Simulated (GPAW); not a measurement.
# free-standing triangular Rh monolayer, spacing 3.288 A: a ladder in all numerical settings together

Aim: see how far moments and order energies of free-standing triangular Rh monolayer, spacing 3.288 A move with all numerical settings together, and what each rung costs.

Calculated with GPAW 26.7.0; LDA; plane waves with GPAW's PAW setups, scalar-relativistic.

## 1. Set-up

The cell holds 1 atom: 1 Rh. Cell: a = 3.288 Å, b = 3.288 Å, c = 14.000 Å, α = 90.0°, β = 90.0°, γ = 120.0°. model lattice. Vacuum lies along c.

## 2. Rung 1 (280 eV, mesh 4×4×1), start ferro +

Several settings change at once from rung to rung, from a quick look to a careful run; the headings and inputs name them.

File order1.py:

```python
import json
import numpy as np
from ase import Atoms
from ase.parallel import paropen, parprint
from gpaw import GPAW

atoms = Atoms(['Rh'],
    cell=[[3.288, 0.0, 0.0],
         [-1.644, 2.847492, 0.0],
         [0.0, 0.0, 14.0]],
    scaled_positions=[[0.0, 0.0, 0.5]],
    pbc=True,
    magmoms=[1.0])
atoms.calc = GPAW(mode={'name': 'pw', 'ecut': 280},
    xc='LDA',
    kpts={'size': (4, 4, 1), 'gamma': True},
    occupations={'name': 'fermi-dirac', 'width': 0.2},
    convergence={'density': 1e-05, 'energy': 1e-05},
    maxiter=200,
    symmetry={'tolerance': 1e-4},
    txt='order1.txt')
e = atoms.get_potential_energy(force_consistent=True)
res = {'free_energy': e, 'energy_sigma0': atoms.get_potential_energy(), 'fermi_energy': atoms.calc.get_fermi_level()}
res['moments'] = atoms.get_magnetic_moments().tolist()
res['total'] = atoms.get_magnetic_moment()
parprint('site moments (muB):', np.round(res['moments'], 3))
parprint(f"total moment: {res['total']:.3f} muB")
parprint(f'free energy: {e:.6f} eV')
atoms.calc.write('order1.gpw')
with paropen('results.json', 'w') as f:
    json.dump(res, f)
```

Run with:

```sh
OMP_NUM_THREADS=1 python3 order1.py > order1.log
```

Numbers of over 12 decimals in the logs are rounded to 6 here.

Output:

```text
site moments (muB): [1.465]
total moment: 1.661 muB
free energy: -4.253856 eV

--- order1.txt ---
Input parameters:
  mode=PW(ecut=280),
  convergence={'density': 1e-05, 'energy': 1e-05},
  kpts=MonkhorstPack(size=(4, 4, 1), gamma=True),
  maxiter=200,
  occupations=Occupations(name='fermi-dirac', width=0.2),
  symmetry=Symmetry(tolerance=0.0001),
  xc=XC(name='LDA')

Diagonalizing LCAO Hamiltonian
Converting LCAO to pw mode

       Rh

Atoms  # Å, Bohr magnetons
|   | symbol |        x |        y |        z |    initial magnetic moments |
|---|--------|----------|----------|----------|-----------------------------|
| 0 |     Rh | 0.000000 | 0.000000 | 7.000000 | ( 0.0000,  0.0000,  1.0000) |

Unit cell  # Å
| periodic |         x |        y |         z |   lengths |     angles |
|----------|-----------|----------|-----------|-----------|------------|
|      yes |  3.288000 | 0.000000 |  0.000000 |  3.288000 |  90.000000 |
|      yes | -1.644000 | 2.847492 |  0.000000 |  3.288000 |  90.000000 |
|      yes |  0.000000 | 0.000000 | 14.000000 | 14.000000 | 119.999996 |

Number of symmetries: 24

BZ-sampling:
  Number of BZ points: 16
  Number of IBZ points: 4

  Monkhorst-Pack size: [4, 4, 1]
  Monkhorst-Pack shift: [0.125, 0.125, 0.0]

Plane wave coefficients: 1425
Cutoff: 280.0 eV

Spin-components: 2 (collinear spins)
Bands:           12
Projectors:      6
Spin-degeneracy: 1
Datatype:        complex128

Parallelization:
  kpt:    1
  domain: 1
  band:   1

Density:
  Valence electrons: 15.0
  Components: 2
  Grid points: [14 14 56]
  Charge: 0.0  # |e|

Potential:
  Grid points: [14 14 56]

[... setups left out ...]
Reference energy: -130009.130234  # eV

eigensolver:
  PPCG
  Converge bands: occupied
  niter=2

density mixing:
  MSR1-Mixer
  Pratt-step length: 0.05
  Maximum mixing coefficient: 0.75
  Old densities: 10
  SVD Regularization: 0.005
  Good broyden scale: 1.0
  Trust region scale: 1.0
  Backstep threshold: 4.0
  History deletion threshold: 6.0
  Fourier metric: weight=20.0, sigma=0.015

occupation numbers:
  Fermi-Dirac:
    width: 0.2000  # eV

poisson solver:
  ecut: 2240.0  # eV

xc functional:
  name: None

convergence criteria:
- Maximum integral of absolute [dens]ity change: 1e-05 electrons / valence electron
- Maximum [total energy] change in last 3 cyles: 1e-05 eV / valence electron
- Maximum integral of absolute [eigenst]ate change: 4e-08 eV^2 / valence electron
maximum number of iterations: 200

SCF iterations
|iter     |      energy | eigst |  dens |  magmom |
|---------|-------------|-------|-------|---------|
|iter:   1|       0s |   -5.096518 | -0.45 |       |  +0.9952|
|iter:   2|       0s |   -4.633075 | -1.99 | -0.80 |  +0.9805|
|iter:   3|       0s |   -3.922131 | -0.74 | -0.88 |  +0.9432|
|iter:   4|       0s |   -3.906175 | -2.06 | -1.28 |  +0.9590|
|iter:   5|       0s |   -3.965640 | -2.35 | -1.50 |  +1.1455|
|iter:   6|       1s |   -4.007458 | -2.78 | -1.73 |  +1.4206|
|iter:   7|       1s |   -4.017233 | -3.48 | -1.83 |  +1.5917|
|iter:   8|       1s |   -4.020170 | -4.00 | -2.31 |  +1.6684|
|iter:   9|       1s |   -4.016400 | -4.09 | -2.55 |  +1.6143|
|iter:  10|       1s |   -4.019568 | -4.48 | -2.66 |  +1.6729|
|iter:  11|       1s |   -4.019165 | -5.93 | -3.24 |  +1.6633|
|iter:  12|       1s |   -4.019127 | -6.94 | -3.97 |  +1.6623|
|iter:  13|       2s |   -4.019080c| -7.56c| -4.30 |  +1.6613|
|iter:  14|       2s |   -4.019078c| -7.96c| -5.42c|  +1.6613|

Converged in 14 steps
Energy contributions relative to reference atoms: (reference = -130009.130234)

Energy contributions:
  Kinetic:          -8.675115
  Coulomb:           5.595810
  Zero:              0.126075
  External:          0.000000
  Xc:               -0.831071
  Entropy:          -0.469555
  Spinorbit:         0.000000
  ----------------------------
  Free energy:      -4.253856
  Extrapolated:     -4.019078

dipole moment: (-4.869765, -8.434681, -0.000000)  # |e|*Ang

Total magnetic moment: (0.000000, 0.000000, 1.661297)

Local magnetic moments
|        x |        y |        z |
|----------|----------|----------|
| 0.000000 | 0.000000 | 1.465091 |  # Rh   0

Fermi level: -3.874
Eigenvalues  # (at kpt = [0.000, 0.000, 0.000])
| band index |      eig [eV] | occ [0-1] |      eig [eV] | occ [0-1] |
|------------|---------------|-----------|---------------|-----------|
|          0 |       -49.713 |     1.000 |       -48.572 |     1.000 |
|          1 |       -49.582 |     1.000 |       -48.572 |     1.000 |
|          2 |       -49.582 |     1.000 |       -48.566 |     1.000 |
|          3 |        -6.834 |     1.000 |        -6.417 |     1.000 |
|          4 |        -5.230 |     0.999 |        -4.386 |     0.928 |
|          5 |        -5.230 |     0.999 |        -4.386 |     0.928 |
|          6 |        -5.148 |     0.998 |        -4.194 |     0.832 |
|          7 |        -4.584 |     0.972 |        -3.538 |     0.157 |
|          8 |        -4.584 |     0.972 |        -3.538 |     0.157 |
|          9 |        -1.564 |     0.000 |        -1.293 |     0.000 |
|         10 |         1.444 |     0.000 |         1.494 |     0.000 |
|         11 |         2.625 |     0.000 |         2.678 |     0.000 |

No gap
No difference between direct/indirect transitions
```

Wall time 3.6 s (1 MPI rank of Intel Xeon 6975P-C (Granite Rapids), shared host); peak memory 0.14 GiB.

Numbers from this step:

```
magnetization  : 1.661 μB
final state    : ferromagnetic
largest moment : 1.465 μB
```

After 14 cycles the largest moment stands at 1.47 μB.

## 3. Rung 1 (280 eV, mesh 4×2×1), start antiferro q=(0,1/2,0) +-

The second start gives the energy difference between the two end states, the quantity that is followed up the ladder. Its q is in fractions of the reciprocal vectors of the first run's cell.

order2.py is the script of step 2 with these lines changed:

```diff
@@ -6,12 +6,13 @@
 
-atoms = Atoms(['Rh'],
+atoms = Atoms(['Rh', 'Rh'],
     cell=[[3.288, 0.0, 0.0],
-         [-1.644, 2.847492, 0.0],
+         [-3.288, 5.694984, 0.0],
          [0.0, 0.0, 14.0]],
-    scaled_positions=[[0.0, 0.0, 0.5]],
+    scaled_positions=[[0.0, 0.0, 0.5],
+         [0.0, 0.5, 0.5]],
     pbc=True,
-    magmoms=[1.0])
+    magmoms=[1.0, -1.0])
 atoms.calc = GPAW(mode={'name': 'pw', 'ecut': 280},
     xc='LDA',
-    kpts={'size': (4, 4, 1), 'gamma': True},
+    kpts={'size': (4, 2, 1), 'gamma': True},
     occupations={'name': 'fermi-dirac', 'width': 0.2},
@@ -20,3 +21,3 @@
     symmetry={'tolerance': 1e-4},
-    txt='order1.txt')
+    txt='order2.txt')
 e = atoms.get_potential_energy(force_consistent=True)
@@ -28,3 +29,3 @@
 parprint(f'free energy: {e:.6f} eV')
-atoms.calc.write('order1.gpw')
+atoms.calc.write('order2.gpw')
 with paropen('results.json', 'w') as f:
```

Run with:

```sh
OMP_NUM_THREADS=1 python3 order2.py > order2.log
```

Output:

```text
site moments (muB): [ 1.2 -1.2]
total moment: 0.000 muB
free energy: -8.422412 eV

--- order2.txt ---
Input parameters:
  mode=PW(ecut=280),
  convergence={'density': 1e-05, 'energy': 1e-05},
  kpts=MonkhorstPack(size=(4, 2, 1), gamma=True),
  maxiter=200,
  occupations=Occupations(name='fermi-dirac', width=0.2),
  symmetry=Symmetry(tolerance=0.0001),
  xc=XC(name='LDA')

Diagonalizing LCAO Hamiltonian
Converting LCAO to pw mode

         Rh
           Rh

Atoms  # Å, Bohr magnetons
|   | symbol |         x |        y |        z |    initial magnetic moments |
|---|--------|-----------|----------|----------|-----------------------------|
| 0 |     Rh |  0.000000 | 0.000000 | 7.000000 | ( 0.0000,  0.0000,  1.0000) |
| 1 |     Rh | -1.644000 | 2.847492 | 7.000000 | ( 0.0000,  0.0000, -1.0000) |

Number of symmetries: 4

BZ-sampling:
  Number of BZ points: 8
  Number of IBZ points: 6

  Monkhorst-Pack size: [4, 2, 1]
  Monkhorst-Pack shift: [0.125, 0.25, 0.0]

Plane wave coefficients: 2812
Cutoff: 280.0 eV

Spin-components: 2 (collinear spins)
Bands:           22
Projectors:      12
Spin-degeneracy: 1
Datatype:        complex128

Parallelization:
  kpt:    1
  domain: 1
  band:   1

Density:
  Valence electrons: 30.0
  Components: 2
  Grid points: [14 27 56]
  Charge: 0.0  # |e|

Potential:
  Grid points: [14 27 56]

[... setups left out ...]
Reference energy: -260018.260467  # eV

convergence criteria:
- Maximum integral of absolute [dens]ity change: 1e-05 electrons / valence electron
- Maximum [total energy] change in last 3 cyles: 1e-05 eV / valence electron
[...]
|iter:  15|      10s |   -7.878252 | -7.14 | -3.99 |  +0.0006|
|iter:  16|      10s |   -7.878253c| -7.62c| -4.44 |  +0.0001|
|iter:  17|      10s |   -7.878255c| -7.94c| -4.90 |  +0.0001|
|iter:  18|      11s |   -7.878253c| -8.16c| -5.20c|  +0.0000|

Converged in 18 steps
Energy contributions relative to reference atoms: (reference = -260018.260467)

Energy contributions:
  Kinetic:         -17.856485
  Coulomb:          11.653613
  Zero:              0.252572
  External:          0.000000
  Xc:               -1.383794
  Entropy:          -1.088319
  Spinorbit:         0.000000
  ----------------------------
  Free energy:      -8.422412
  Extrapolated:     -7.878253

dipole moment: (-9.741284, -16.872402, 0.000003)  # |e|*Ang

Total magnetic moment: (0.000000, 0.000000, 0.000037)

Local magnetic moments
|        x |        y |         z |
|----------|----------|-----------|
| 0.000000 | 0.000000 |  1.200194 |  # Rh   0
| 0.000000 | 0.000000 | -1.200160 |  # Rh   1

Fermi level: -3.930
Eigenvalues  # (at kpt = [0.000, 0.000, 0.000])
| band index |      eig [eV] | occ [0-1] |      eig [eV] | occ [0-1] |
|------------|---------------|-----------|---------------|-----------|
|          0 |       -49.597 |     1.000 |       -49.597 |     1.000 |
|        ... |               |           |               |           |
|          7 |        -5.921 |     1.000 |        -5.921 |     1.000 |
|          8 |        -5.297 |     0.999 |        -5.297 |     0.999 |
|          9 |        -4.972 |     0.995 |        -4.972 |     0.995 |
|         10 |        -4.930 |     0.993 |        -4.930 |     0.993 |
[...]
|         18 |        -1.039 |     0.000 |        -1.039 |     0.000 |
|         19 |         0.518 |     0.000 |         0.518 |     0.000 |
|         20 |         1.474 |     0.000 |         1.474 |     0.000 |
|         21 |         2.646 |     0.000 |         2.646 |     0.000 |

No gap
No difference between direct/indirect transitions
```

Wall time 13 s (1 MPI rank); peak memory 0.18 GiB.

Read from the output:

```
magnetization  : 0 μB
final state    : antiferromagnetic
largest moment : 1.200 μB
```

This start lies +42.6 meV a seeded atom from the first; its largest moment is 1.20 μB.

## 4. Rung 2 (380 eV, mesh 6×6×1), start ferro +

order1.py is the script of step 2 with these lines changed:

```diff
@@ -13,6 +13,6 @@
     magmoms=[1.0])
-atoms.calc = GPAW(mode={'name': 'pw', 'ecut': 280},
+atoms.calc = GPAW(mode={'name': 'pw', 'ecut': 380},
     xc='LDA',
-    kpts={'size': (4, 4, 1), 'gamma': True},
-    occupations={'name': 'fermi-dirac', 'width': 0.2},
+    kpts={'size': (6, 6, 1), 'gamma': True},
+    occupations={'name': 'fermi-dirac', 'width': 0.15},
     convergence={'density': 1e-05, 'energy': 1e-05},
```

Run with:

```sh
OMP_NUM_THREADS=1 python3 order1.py > order1.log
```

Output:

```text
site moments (muB): [1.499]
total moment: 1.686 muB
free energy: -4.408929 eV

--- order1.txt ---
Input parameters:
  mode=PW(ecut=380),
  convergence={'density': 1e-05, 'energy': 1e-05},
  kpts=MonkhorstPack(size=(6, 6, 1), gamma=True),
  maxiter=200,
  occupations=Occupations(name='fermi-dirac', width=0.15),
  symmetry=Symmetry(tolerance=0.0001),
  xc=XC(name='LDA')

Diagonalizing LCAO Hamiltonian
[...]
|          3 |        -6.809 |     1.000 |        -6.367 |     1.000 |
|          4 |        -5.162 |     1.000 |        -4.267 |     0.973 |
[...]
|          8 |        -4.450 |     0.992 |        -3.400 |     0.102 |
|          9 |        -1.535 |     0.000 |        -1.290 |     0.000 |
|         10 |         1.455 |     0.000 |         1.501 |     0.000 |
|         11 |         2.627 |     0.000 |         2.676 |     0.000 |

No gap
No difference between direct/indirect transitions


[key lines of the parts left out:]
Free energy:      -4.408929
Converged in 13 steps
dipole moment: (-4.855432, -8.409857, -0.000000)  # |e|*Ang
Fermi level: -3.727
```

The job ended after 5.3 s (1 MPI rank; peak memory 0.16 GiB).

Numbers from this step:

```
magnetization  : 1.686 μB
final state    : ferromagnetic
largest moment : 1.499 μB
```

The largest moment moves by +0.03 μB from rung 1, at 1.5 times its CPU time.

## 5. Rung 2 (380 eV, mesh 6×3×1), start antiferro q=(0,1/2,0) +-

order2.py is the script of step 3 with these lines changed:

```diff
@@ -14,6 +14,6 @@
     magmoms=[1.0, -1.0])
-atoms.calc = GPAW(mode={'name': 'pw', 'ecut': 280},
+atoms.calc = GPAW(mode={'name': 'pw', 'ecut': 380},
     xc='LDA',
-    kpts={'size': (4, 2, 1), 'gamma': True},
-    occupations={'name': 'fermi-dirac', 'width': 0.2},
+    kpts={'size': (6, 3, 1), 'gamma': True},
+    occupations={'name': 'fermi-dirac', 'width': 0.15},
     convergence={'density': 1e-05, 'energy': 1e-05},
```

Run with:

```sh
OMP_NUM_THREADS=1 python3 order2.py > order2.log
```

Output:

```text
site moments (muB): [ 1.126 -1.126]
total moment: -0.000 muB
free energy: -8.698166 eV

--- order2.txt ---
Input parameters:
  mode=PW(ecut=380),
  convergence={'density': 1e-05, 'energy': 1e-05},
  kpts=MonkhorstPack(size=(6, 3, 1), gamma=True),
  maxiter=200,
  occupations=Occupations(name='fermi-dirac', width=0.15),
  symmetry=Symmetry(tolerance=0.0001),
  xc=XC(name='LDA')

Diagonalizing LCAO Hamiltonian
[...]
|          8 |        -5.058 |     1.000 |        -5.058 |     1.000 |
|          9 |        -4.762 |     0.999 |        -4.762 |     0.999 |
[...]
|         18 |        -1.000 |     0.000 |        -1.000 |     0.000 |
|         19 |         0.623 |     0.000 |         0.623 |     0.000 |
|         20 |         1.482 |     0.000 |         1.482 |     0.000 |
|         21 |         2.649 |     0.000 |         2.649 |     0.000 |

No gap
No difference between direct/indirect transitions


[key lines of the parts left out:]
Free energy:      -8.698166
Converged in 15 steps
dipole moment: (-9.702969, -16.806036, 0.000003)  # |e|*Ang
Fermi level: -3.724
```

Run time: 23 s. Hardware: 1 MPI rank; peak memory 0.23 GiB.

This step gave:

```
magnetization  : 0 μB
final state    : antiferromagnetic
largest moment : 1.126 μB
```

This start lies +59.8 meV a seeded atom from the first, a change of +17.2 meV since rung 1; its largest moment is 1.13 μB.

## 6. Rung 3 (500 eV, mesh 8×8×1), start ferro +

order1.py is the script of step 4 with these lines changed:

```diff
@@ -13,6 +13,6 @@
     magmoms=[1.0])
-atoms.calc = GPAW(mode={'name': 'pw', 'ecut': 380},
+atoms.calc = GPAW(mode={'name': 'pw', 'ecut': 500},
     xc='LDA',
-    kpts={'size': (6, 6, 1), 'gamma': True},
-    occupations={'name': 'fermi-dirac', 'width': 0.15},
+    kpts={'size': (8, 8, 1), 'gamma': True},
+    occupations={'name': 'fermi-dirac', 'width': 0.1},
     convergence={'density': 1e-05, 'energy': 1e-05},
```

Run with:

```sh
OMP_NUM_THREADS=1 python3 order1.py > order1.log
```

Output:

```text
site moments (muB): [1.465]
total moment: 1.584 muB
free energy: -4.426888 eV

--- order1.txt ---
Input parameters:
  mode=PW(ecut=500),
  convergence={'density': 1e-05, 'energy': 1e-05},
  kpts=MonkhorstPack(size=(8, 8, 1), gamma=True),
  maxiter=200,
  occupations=Occupations(name='fermi-dirac', width=0.1),
  symmetry=Symmetry(tolerance=0.0001),
  xc=XC(name='LDA')

Diagonalizing LCAO Hamiltonian
[...]
|          3 |        -6.778 |     1.000 |        -6.412 |     1.000 |
|          4 |        -5.147 |     1.000 |        -4.297 |     0.996 |
[...]
|          8 |        -4.453 |     0.999 |        -3.420 |     0.041 |
|          9 |        -1.509 |     0.000 |        -1.323 |     0.000 |
|         10 |         1.464 |     0.000 |         1.500 |     0.000 |
|         11 |         2.633 |     0.000 |         2.668 |     0.000 |

No gap
No difference between direct/indirect transitions


[key lines of the parts left out:]
Free energy:      -4.426888
Converged in 14 steps
dipole moment: (-4.854894, -8.408925, -0.000000)  # |e|*Ang
Fermi level: -3.736
```

It took 11 s on 1 MPI rank; peak memory 0.19 GiB.

Read from the output:

- magnetization: 1.584 μB
- final state: ferromagnetic
- largest moment: 1.465 μB

The largest moment moves by -0.03 μB from rung 2, at 2.1 times its CPU time.

[end of part 1 of 2]

[Logs and program files are shortened in this print: banners, set-up blocks, solver, clock and traceback lines can be left out without a mark of their own.]

[Logs are printed without paths, hosts, clocks, repeated set-up lines and the standing remarks that a program may print on its own settings, such as how far it seeks lower states.]

[Hosts, paths, dates, database ids (printed as entryN), source tags and the programs' standing remarks are cut or masked in the printed files.]

[Where a cell is said to come from a database of computed structures, the database is the Materials Project.]
